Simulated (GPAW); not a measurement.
# Calculated records

### K3RbCl4 (ordered alloy, started on the rocksalt lattice) (Pm-3m): G0W0 with GPAW, start to end

It takes space group Pm-3m (No. 221, cubic). The conventional cell has a = 6.167 Å, b = 6.167 Å, c = 6.167 Å, α = 90.00°, β = 90.00°, γ = 90.00°. K has 6 Cl at 3.08 Å nearest. Cl has 2 Rb at 3.08 Å and 4 K at 3.08 Å nearest. Nearest to Rb lie 6 Cl at 3.08 Å. Nearest to Cl lie 6 K at 3.08 Å. Farther neighbours and most contacts between anions are not listed.

```xyz
8
Lattice="6.1673 0.0000 0.0000 0.0000 6.1673 0.0000 0.0000 0.0000 6.1673" Properties=species:S:1:pos:R:3 pbc="T T T"
K     3.0836    0.0000    0.0000
Cl    0.0000    3.0836    3.0836
K     0.0000    3.0836    0.0000
Cl    3.0836    0.0000    3.0836
K     0.0000    0.0000    3.0836
Cl    3.0836    3.0836    0.0000
Rb    3.0836    3.0836    3.0836
Cl    0.0000    0.0000    0.0000
```

| Quantity | Value |
| --- | --- |
| method | DFT, LDA, plane waves, PAW (and 1 further level or step) |
| program | GPAW 26.7.0 |
| settings of one run | cutoff 550 eV, GPAW PAW setups 1.2.1 data release, 4×4×4 k-mesh |
| cost | 5 runs, 4.7 min in all on 4 MPI ranks of Arm Neoverse V1, shared host (the runs of this entry) |
| notes | The structure was built from a prototype and need not be the compound’s stable phase. The start is a generated structure, not a measured one. The structure type comes from a generator and need not be one that this composition takes. Limits: no spin-orbit coupling. Bands and cutoff are finite, so the gap is not at the basis limit. The miss can reach some tenths of an eV and take either sign; the mesh is an error of its own. The 2×2×2 mesh is coarse for this cell, which bears on the long-range parts of exchange and screening. |
| LDA gap | 4.96 eV, direct |
| G0W0 gap on the mesh | 7.66 eV |
| GW settings | 2×2×2 mesh, 177 bands, screening to 48 eV, Godby-Needs plasmon pole |
| known limits | not at the basis limit; no spin-orbit coupling; coarse k mesh |

G0W0 moves the gap on the mesh from 4.96 eV to 7.66 eV (+2.70 eV), with Z of 0.82 and 0.88 at the edges. Only 1 of the mesh's irreducible points was corrected, so a valley elsewhere could overtake.

## A GW chain in GPAW: K3RbCl4 (ordered alloy, started on the rocksalt lattice) (Pm-3m)

The structure is cubic, space group Pm-3m (No. 221). The conventional cell has a = 6.167 Å, b = 6.167 Å, c = 6.167 Å, α = 90.00°, β = 90.00°, γ = 90.00°. Nearest to K lie 6 Cl at 3.08 Å. Cl has 2 Rb at 3.08 Å and 4 K at 3.08 Å nearest. Nearest to Rb lie 6 Cl at 3.08 Å. Nearest to Cl lie 6 K at 3.08 Å. Farther neighbours and most contacts between anions are not listed.

- method: DFT, LDA, plane waves, PAW (and 1 further level or step)
- program: GPAW 26.7.0
- settings of one run: cutoff 450 eV, GPAW PAW setups 1.2.1 data release, 2×2×2 k-mesh, nbands 144
- cost: 3 runs, 74 s in all on 4 MPI ranks of Arm Neoverse V1, shared host (the runs of this entry)
- notes: The structure was built from a prototype and need not be the compound’s stable phase. The structure was relaxed with LDA. The structure type comes from a generator and need not be one that this composition takes. Limits: no spin-orbit coupling. Bands and cutoff are finite, so the gap is not at the basis limit. The miss can reach some tenths of an eV and take either sign; the mesh is an error of its own. The 2×2×2 mesh is coarse for this cell, which bears on the long-range parts of exchange and screening.
- LDA gap: 4.96 eV, direct
- G0W0 gap on the mesh: 7.66 eV
- GW settings: 2×2×2 mesh, 134 bands, screening to 40 eV, Godby-Needs plasmon pole
- known limits: not at the basis limit; no spin-orbit coupling; coarse k mesh

G0W0 moves the gap on the mesh from 4.96 eV to 7.66 eV (+2.70 eV), with Z of 0.82 and 0.88 at the edges. Only 1 of the mesh's irreducible points was corrected, so a valley elsewhere could overtake.

[Paths, hosts, dates, memory and timing lines, banners, echoed tables and standing remarks are left out of the program output.]

[Logs are printed without paths, hosts, clocks, repeated set-up lines and the standing remarks that a program may print on its own settings, such as how far it seeks lower states.]

[Runs of the session that timed out or met a known fault of the program may be left out.]

[Hosts, paths, dates, database ids (printed as entryN), source tags and the programs' standing remarks are cut or masked in the printed files.]
